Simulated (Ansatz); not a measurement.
Rows from a G0W0 calculation on SiO2 (P4_32_12) (Ansatz 0.2.0; G0W0 on LDA, plane waves, PAW; PAW set soft_1; 4×4×2 mesh, 862 empty bands, screening to 180 eV, PAW set soft_1 files), in eV. Spin-orbit coupling is left out.

```csv
row,k,band,start,Σx,Σc at the solution,Vxc
A,Γ,c2,10.379,-6.317,-4.117,-12.222
B,Γ,c1,7.345,-7.891,-3.522,-12.898
C,Γ,c4,11.002,-6.027,-4.145,-12.007
D,Γ,v4,1.021,-26.446,4.064,-20.583
E,Γ,v2,1.394,-26.751,4.079,-20.906
F,Γ,v1,1.865,-26.718,4.013,-20.983
```

Q: Work out each quasiparticle level and how far it moved.

The quasiparticle equation reads E = start + Σx + Σc(E) − Vxc.

```csv
row,E (eV),shift (eV)
A,12.166,+1.787
B,8.830,+1.485
C,12.836,+1.835
D,-0.777,−1.798
E,-0.372,−1.766
F,0.143,−1.722
```

The gap over the computed points goes from 5.48 eV to 8.69 eV.

Limits: not at the basis limit; coarse k mesh.

[Paths, hosts, dates, memory and timing lines, banners, echoed tables and standing remarks are left out of the program output.]

[Logs are printed without paths, hosts, clocks, repeated set-up lines and the standing remarks that a program may print on its own settings, such as how far it seeks lower states.]

[Runs of the session that timed out or met a known fault of the program may be left out.]

[Cells called generated may have been cut or substituted from an entry of the Crystallography Open Database or the Materials Project.]

[Hosts, paths, dates, database ids (printed as entryN), source tags and the programs' standing remarks are cut or masked in the printed files.]
